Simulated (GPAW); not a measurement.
# BaLiF3 (Pm-3m): G0W0 on several meshes in GPAW

Wanted: mesh dependence and cost of G0W0 for BaLiF3 (Pm-3m).

Program: GPAW 26.7.0. Level of theory: LDA and many-body steps on it, plane waves. Results are calculated unless marked as measured.

**1. The starting structure**

The structure is cubic, space group Pm-3m (No. 221). The conventional cell has a = 3.989 Å, b = 3.989 Å, c = 3.989 Å, α = 90.00°, β = 90.00°, γ = 90.00°. Nearest to Ba lie 12 F at 2.82 Å. Li has 6 F at 1.99 Å nearest. F has 2 Li at 1.99 Å and 4 Ba at 2.82 Å nearest. Farther neighbours and most contacts between anions are not listed.

Structure file:

```cif
data_structure
_symmetry_space_group_name_H-M 'Pm-3m'
_symmetry_Int_Tables_number 221
_cell_length_a 3.9886
_cell_length_b 3.9886
_cell_length_c 3.9886
_cell_angle_alpha 90.000
_cell_angle_beta 90.000
_cell_angle_gamma 90.000
_cell_volume 63.45
loop_
_atom_site_label
_atom_site_type_symbol
_atom_site_symmetry_multiplicity
_atom_site_Wyckoff_symbol
_atom_site_fract_x
_atom_site_fract_y
_atom_site_fract_z
_atom_site_occupancy
Ba1 Ba 1 a 0.00000 0.00000 0.00000 1
Li1 Li 1 b 0.50000 0.50000 0.50000 1
F1 F 3 c 0.00000 0.50000 0.50000 1
```

The cell and positions are those that the Materials Project relaxed with its own functionals (PBE, PBE+U or r2SCAN), kept fixed. Spin-orbit coupling is left out unless a step names it.

**2. Empty states on the mesh, 4×4×4 mesh, 301 bands**

This step: GPAW 26.7.0; DFT, LDA, plane waves, PAW.

The sums over transitions need many empty states on a uniform mesh; this step solves for them.

run.py

```python
import json
import numpy as np
from gpaw.mpi import world
from gpaw import GPAW

calc = GPAW('gs.gpw').fixed_density(kpts={'size': (4, 4, 4), 'gamma': True},
    parallel={'domain': 1, 'band': 1},
    txt='nscf.txt')
calc.diagonalize_full_hamiltonian(nbands=301)
calc.write('full.gpw', mode='all')
res = {}
kpts = calc.get_ibz_k_points()
res['kpts'] = kpts
res['eigenvalues'] = [calc.get_eigenvalues(kpt=k) for k in range(len(kpts))]
res['n_electrons'] = calc.get_number_of_electrons()

if world.rank == 0:
    with open('result.json', 'w') as f:
        json.dump(res, f, default=lambda x: x.tolist())
```

The run is started by

```sh
> mpirun -n 4 gpaw python run.py
```

Numbers of over 12 decimals in the logs are rounded to 6 here.

Output:

```text
Diagonalizing LCAO Hamiltonian
Converting LCAO to pw mode
convergence criteria:
- Maximum integral of absolute [eigenst]ate change: 4e-08 eV^2 / valence electron
maximum number of iterations: 100

SCF iterations
|iter     |     time |      energy | eigst |  dens |
|iter:   1|  |             | +1.44 |       |
|iter:   2|  |             | +0.54 |       |
|iter:   3|  |             | -0.78 |       |
[...]
|iter:  14|  |             | -6.64 |       |
|iter:  15|  |             | -7.00 |       |
|iter:  16|  |             | -7.44c|       |
SCF steps: 16
  __  _  _
 | _ |_)|_||  |
 |__||  | ||/\| - 26.7.0

Input parameters:
  mode=PW(ecut=600.0),
  convergence={'density': 1e-06, 'bands': -3},
  gpts=array([24, 24, 24]),
  kpts=MonkhorstPack(size=(4, 4, 4), gamma=True),
  maxiter=100,
  nbands=24,
  occupations=Occupations(name='fermi-dirac', width=0.001, fixmagmom=False),
  parallel={'domain': 1, 'band': 1},
  xc=XC(name='LDA')
Matrix size: 2103x2103
# Writing to full.gpw (mode='all')
  [... matrices ...]

timing:  # [seconds]
  Total: 28.149  # ━━━━━━━━━━━━━━━━━━━━━━━━━━━━━━━━━━━━━━━━━━━━━━━━━━━━━━━━━━
```

The job ended after 35 s (4 MPI ranks of Arm Neoverse V1, shared host; peak memory 2.1 GiB).

This step gave:

* gap: 6.505 eV
* k of the valence top: 0, 0, 0
* k of the conduction bottom: 0, 0, 0
* least direct gap: 6.505 eV
* k points computed: 10
* lowest point of the top converged band, above the valence top: 149.6306 eV

On this mesh the gap is 6.505 eV.

**3. 4×4×4**

G0W0 replaces the xc potential by the self-energy, built once from these orbitals. Only a window of levels is corrected, while the sums run over the empty bands that the input names.

This step: G0W0 on LDA, plane waves, PAW.

run.py

```python
import json
import numpy as np
from gpaw.mpi import world
from gpaw.response.g0w0 import G0W0

gw = G0W0('full.gpw',
    filename='gw',
    kpts=[0],
    bands=(14, 18),
    ecut=96,
    nbands=135,
    integrate_gamma='WS',
    ppa=True)
gw.calculate()
res = {mode: {k: v for k, v in r.items() if k != 'sigma_eskwn'}
       for mode, r in gw.all_results.items()}

if world.rank == 0:
    with open('result.json', 'w') as f:
        json.dump(res, f, default=lambda x: x.tolist())
```

The run is started by

```sh
> mpirun -n 4 gpaw python run.py
```

Output:

```text
Using integrator: PointIntegrator
FrequencyGridDescriptor(from 0.000+0.000j to 0.000+27.211j eV, 2 points)
Nonperiodic BCs:  [False False False]
Using integrator: PointIntegrator
FrequencyGridDescriptor(from 0.000+0.000j to 0.000+27.211j eV, 2 points)
Nonperiodic BCs:  [False False False]
  ___  _ _ _
 |   || | | |
 | | || | | |
 |__ ||_____|
 |___|

BZ k-points: Symmetries present (total): 48

  [... matrices ...]
64 k-points: 4 x 4 x 4 Monkhorst-Pack grid + [1/8,1/8,1/8]
10 k-points in the irreducible part of the Brillouin zone
       k-points in crystal coordinates                weights
   0:     0.00000000    0.00000000    0.00000000          1/64
   1:     0.25000000    0.00000000    0.00000000          6/64
   2:     0.25000000    0.25000000    0.00000000         12/64
   3:     0.25000000    0.25000000    0.25000000          8/64
   4:     0.50000000    0.00000000    0.00000000          3/64
   5:     0.50000000    0.25000000    0.00000000         12/64
   6:     0.50000000    0.25000000    0.25000000         12/64
   7:     0.50000000    0.50000000    0.00000000          3/64
   8:     0.50000000    0.50000000    0.25000000          6/64
   9:     0.50000000    0.50000000    0.50000000          1/64

Distributing spins, k-points and bands (1 x 1 x 4) over 4 processes
Number of blocks: 1

Quasi particle states:
k-points (IBZ indices): [0]
Band range: (14, 18)
  [... matrices ...]
Computational parameters:
Plane wave cut-off: 96 eV
Number of bands: 135
Coulomb cutoff: None
Broadening: 0.1 eV

fxc modes: GW
Kernel: RPA
Using Godby-Needs plasmon-pole approximation:
  Fitting energy: i*E0, E0 = 1.000 Hartree
Summing all q:

Calculating screened Coulomb potential
No Coulomb truncation
FrequencyGridDescriptor(from 0.000+0.000j to 0.000+27.211j eV, 2 points)
Removing empty qpoint cache files...

Calculating chi0 body with:
    Ground state adapter containing:
    Number of spins: 1
    Number of kpoints: 64
    Number of irreducible kpoints: 10
    Number of completely occupied states: 16
    Number of partially occupied states: 16
    Occupied states memory: 3.375 M / cpu

    Linear response parametrization:
    q_c: [0.0, 0.0, 0.0]
    Number of frequency points: 2
    Planewave cutoff: 96.0
    Number of bands: 135
    Number of planewaves: 147
    Broadening (eta): 1e-06
    comm.size: 4
    kncomm.size: 4
    blockcomm.size: 1

    Memory estimate of potentially large arrays:
        chi0_wGG: 0.659454 M / cpu
Integrating chi0 body.

Symmetries of q_c:
    Direct symmetries (Uq -> q): 48
    Indirect symmetries (TUq -> q): 0
In total 48 allowed symmetries.

  [... matrices ...]
10 groups of equivalent kpoints. 84.375% reduction.

Integral kind: response function
Integrating chi0 head and wings.

Symmetries of q_c:
    Direct symmetries (Uq -> q): 48
    Indirect symmetries (TUq -> q): 0
In total 48 allowed symmetries.

  [... matrices ...]
10 groups of equivalent kpoints. 84.375% reduction.

Integral kind: response function wings

Calculating chi0 body with:
    Ground state adapter containing:
    Number of spins: 1
    Number of kpoints: 64
    Number of irreducible kpoints: 10
    Number of completely occupied states: 16
    Number of partially occupied states: 16
    Occupied states memory: 3.375 M / cpu

    Linear response parametrization:
[... the further q-points ...]

Results:
f:      Occupation numbers
eps:     KS-eigenvalues [eV]
vxc:     KS vxc [eV]
exx:     Exact exchange [eV]
sigma:   Self-energies [eV]
dsigma:  Self-energy derivatives
Z:       Renormalization factors
qp:      QP-energies [eV]

k-point 0 (0): (0.000, 0.000, 0.000)                GW
band       f     eps     vxc     exx   sigma  dsigma       Z      qp
                                                                   GW
  14   1.000   2.855 -24.268 -31.520   5.283  -0.252   0.799   1.282
  15   1.000   2.855 -24.268 -31.521   5.283  -0.252   0.799   1.281
  16   0.000   9.360 -11.641  -6.271  -3.432  -0.138   0.879  11.064
  17   0.000   9.360 -11.641  -6.271  -3.432  -0.138   0.879  11.064
```

Elapsed: 45 s, on 4 MPI ranks; peak memory 1.4 GiB; 3 min of CPU time.

This step gave:

```
G0W0 gap on the points computed              : 9.782 eV
least direct G0W0 gap on the computed points : 9.782 eV
Z at the valence top                         : 0.7989
Z at the conduction bottom                   : 0.8791
starting gap on the mesh                     : 6.505 eV
k of the valence top                         : 0, 0, 0
k of the conduction bottom                   : 0, 0, 0
```

The gap on the mesh goes from 6.51 eV to 9.78 eV, a correction of +3.28 eV.

**4. Empty states on the mesh, 2×2×2 mesh, 145 bands**

This step: DFT, LDA, plane waves, PAW.

run.py

```python
import json
import numpy as np
from gpaw.mpi import world
from gpaw import GPAW

calc = GPAW('gs.gpw').fixed_density(kpts={'size': (2, 2, 2), 'gamma': True},
    nbands=169,
    convergence={'bands': 145},
    txt='nscf.txt')
calc.write('full.gpw', mode='all')
res = {}
kpts = calc.get_ibz_k_points()
res['kpts'] = kpts
res['eigenvalues'] = [calc.get_eigenvalues(kpt=k) for k in range(len(kpts))]
res['n_electrons'] = calc.get_number_of_electrons()

if world.rank == 0:
    with open('result.json', 'w') as f:
        json.dump(res, f, default=lambda x: x.tolist())
```

The run is started by

```sh
> mpirun -n 4 gpaw python run.py
```

Output:

```text
Diagonalizing LCAO Hamiltonian
Converting LCAO to pw mode
convergence criteria:
- Maximum integral of absolute [eigenst]ate change: 4e-08 eV^2 / valence electron
maximum number of iterations: 100

SCF iterations
|iter     |     time |      energy | eigst |  dens |
|iter:   1|  |             | +4.29 |       |
|iter:   2|  |             | +3.13 |       |
|iter:   3|  |             | +2.03 |       |
[...]
|iter:  12|  |             | -6.54 |       |
|iter:  13|  |             | -6.93 |       |
|iter:  14|  |             | -7.51c|       |
SCF steps: 14
  __  _  _
 | _ |_)|_||  |
 |__||  | ||/\| - 26.7.0

Input parameters:
  mode=PW(ecut=600.0),
  convergence={'bands': 145},
  gpts=array([24, 24, 24]),
  kpts=MonkhorstPack(size=(2, 2, 2), gamma=True),
  maxiter=100,
  nbands=169,
  occupations=Occupations(name='fermi-dirac', width=0.001, fixmagmom=False),
  parallel={},
  xc=XC(name='LDA')
# Writing to full.gpw (mode='all')
  [... matrices ...]

timing:  # [seconds]
  Total: 0.032  # ━━━━━━━━━━━━━━━━━━━━━━━━━━━━━━━━━━━━━━━━━━━━━━━━━━━━━━━━━━━
```

It took 14 s on 4 MPI ranks; peak memory 0.79 GiB.

This step gave:

```yaml
gap: 6.505 eV
k_of_the_valence_top: 0, 0, 0
k_of_the_conduction_bottom: 0, 0, 0
least_direct_gap: 6.505 eV
k_points_computed: 4
lowest_point_of_the_top_converged_band_above_the_valence_top: 85.5379 eV
```

On this mesh the gap is 6.505 eV.

**5. 2×2×2**

This step: G0W0 on LDA, plane waves, PAW.

run.py

```python
import json
import numpy as np
from gpaw.mpi import world
from gpaw.response.g0w0 import G0W0

gw = G0W0('full.gpw',
    filename='gw',
    kpts=[0],
    bands=(14, 18),
    ecut=96,
    nbands=135,
    integrate_gamma='WS',
    ppa=True)
gw.calculate()
res = {mode: {k: v for k, v in r.items() if k != 'sigma_eskwn'}
       for mode, r in gw.all_results.items()}

if world.rank == 0:
    with open('result.json', 'w') as f:
        json.dump(res, f, default=lambda x: x.tolist())
```

The run is started by

```sh
> mpirun -n 4 gpaw python run.py
```

Output:

```text
Using integrator: PointIntegrator
FrequencyGridDescriptor(from 0.000+0.000j to 0.000+27.211j eV, 2 points)
Nonperiodic BCs:  [False False False]
Using integrator: PointIntegrator
FrequencyGridDescriptor(from 0.000+0.000j to 0.000+27.211j eV, 2 points)
Nonperiodic BCs:  [False False False]
  ___  _ _ _
 |   || | | |
 | | || | | |
 |__ ||_____|
 |___|

BZ k-points: Symmetries present (total): 48

  [... matrices ...]
8 k-points: 2 x 2 x 2 Monkhorst-Pack grid + [1/4,1/4,1/4]
4 k-points in the irreducible part of the Brillouin zone
       k-points in crystal coordinates                weights
   0:     0.00000000    0.00000000    0.00000000          1/8
   1:     0.50000000    0.00000000    0.00000000          3/8
   2:     0.50000000    0.50000000    0.00000000          3/8
   3:     0.50000000    0.50000000    0.50000000          1/8

Distributing spins, k-points and bands (1 x 1 x 4) over 4 processes
Number of blocks: 1

Quasi particle states:
k-points (IBZ indices): [0]
Band range: (14, 18)
  [... matrices ...]
Computational parameters:
Plane wave cut-off: 96 eV
Number of bands: 135
Coulomb cutoff: None
Broadening: 0.1 eV

fxc modes: GW
Kernel: RPA
Using Godby-Needs plasmon-pole approximation:
  Fitting energy: i*E0, E0 = 1.000 Hartree
Summing all q:

Calculating screened Coulomb potential
No Coulomb truncation
FrequencyGridDescriptor(from 0.000+0.000j to 0.000+27.211j eV, 2 points)
Removing empty qpoint cache files...

Calculating chi0 body with:
    Ground state adapter containing:
    Number of spins: 1
    Number of kpoints: 8
    Number of irreducible kpoints: 4
    Number of completely occupied states: 16
    Number of partially occupied states: 16
    Occupied states memory: 3.375 M / cpu

    Linear response parametrization:
    q_c: [0.0, 0.0, 0.0]
    Number of frequency points: 2
    Planewave cutoff: 96.0
    Number of bands: 135
    Number of planewaves: 147
    Broadening (eta): 1e-06
    comm.size: 4
    kncomm.size: 4
    blockcomm.size: 1

    Memory estimate of potentially large arrays:
        chi0_wGG: 0.659454 M / cpu
Integrating chi0 body.

Symmetries of q_c:
    Direct symmetries (Uq -> q): 48
    Indirect symmetries (TUq -> q): 0
In total 48 allowed symmetries.

  [... matrices ...]
4 groups of equivalent kpoints. 50.0% reduction.

Integral kind: response function
Integrating chi0 head and wings.

Symmetries of q_c:
    Direct symmetries (Uq -> q): 48
    Indirect symmetries (TUq -> q): 0
In total 48 allowed symmetries.

  [... matrices ...]
4 groups of equivalent kpoints. 50.0% reduction.

Integral kind: response function wings

Calculating chi0 body with:
    Ground state adapter containing:
    Number of spins: 1
    Number of kpoints: 8
    Number of irreducible kpoints: 4
    Number of completely occupied states: 16
    Number of partially occupied states: 16
    Occupied states memory: 3.375 M / cpu

    Linear response parametrization:
[... the further q-points ...]

Results:
f:      Occupation numbers
eps:     KS-eigenvalues [eV]
vxc:     KS vxc [eV]
exx:     Exact exchange [eV]
sigma:   Self-energies [eV]
dsigma:  Self-energy derivatives
Z:       Renormalization factors
qp:      QP-energies [eV]

k-point 0 (0): (0.000, 0.000, 0.000)                GW
band       f     eps     vxc     exx   sigma  dsigma       Z      qp
                                                                   GW
  14   1.000   2.855 -24.268 -31.553   5.302  -0.253   0.798   1.272
  15   1.000   2.855 -24.268 -31.554   5.302  -0.253   0.798   1.271
  16   0.000   9.360 -11.641  -6.259  -3.501  -0.142   0.876  11.008
  17   0.000   9.360 -11.641  -6.259  -3.501  -0.142   0.876  11.008
```

The job ended after 9 s (4 MPI ranks; peak memory 1.3 GiB; 36 s of CPU time).

This step gave:

```yaml
g0w0_gap_on_the_points_computed: 9.736 eV
least_direct_g0w0_gap_on_the_computed_points: 9.736 eV
z_at_the_valence_top: 0.7983
z_at_the_conduction_bottom: 0.8756
starting_gap_on_the_mesh: 6.505 eV
k_of_the_valence_top: 0, 0, 0
k_of_the_conduction_bottom: 0, 0, 0
```

Against G0W0 in GPAW (4×4×4 mesh, 135 bands, screening to 96 eV, Godby-Needs plasmon pole), the gap moves by −0.046 eV.

**6. The runs together**

Times are wall times on 4 MPI ranks of Arm Neoverse V1, shared host, good to a factor of about two.

| run | mesh | bands | screening cutoff (eV) | DFT gap (eV) | gap on the mesh (eV) | direct (eV) | time |
| --- | --- | --- | --- | --- | --- | --- | --- |
| 4×4×4 | 4×4×4 | 135 | 96 | 6.505 | 9.782 | 9.782 | 45 s |
| 2×2×2 | 2×2×2 | 135 | 96 | 6.505 | 9.736 | 9.736 | 9 s |

**7. Results**

```
4×4×4        : 9.782 eV
2×2×2        : 9.736 eV
known limits : not at the basis limit; no spin-orbit coupling; coarse k mesh
```

In words: 2×2×2: −0.046 eV against 4×4×4. Bands and cutoff are finite, so the gap is not at the basis limit. The miss can reach some tenths of an eV and take either sign; the mesh is an error of its own. These stock PAW sets were not made for GW. In the G0W0 runs levels were corrected at 1 k point alone, so a gap called «on the mesh» is the least over those, and an edge elsewhere would be missed. The 4×4×4 mesh is coarse for this cell, which bears on the long-range parts of exchange and screening. Mesh or cutoff lie under what a gap needs, so these runs test behaviour and cost; their gaps are not to be quoted. This is the ideal cubic cell; many perovskites, halides above all, are cubic only on average, and local tilts or off-centring can widen the gap. The many-body steps are scalar-relativistic: spin-orbit coupling is not in them.

[Paths, hosts, dates, memory and timing lines, banners, echoed tables and standing remarks are left out of the program output.]

[Logs are printed without paths, hosts, clocks, repeated set-up lines and the standing remarks that a program may print on its own settings, such as how far it seeks lower states.]

[Runs of the session that timed out or met a known fault of the program may be left out.]

[Hosts, paths, dates, database ids (printed as entryN), source tags and the programs' standing remarks are cut or masked in the printed files.]
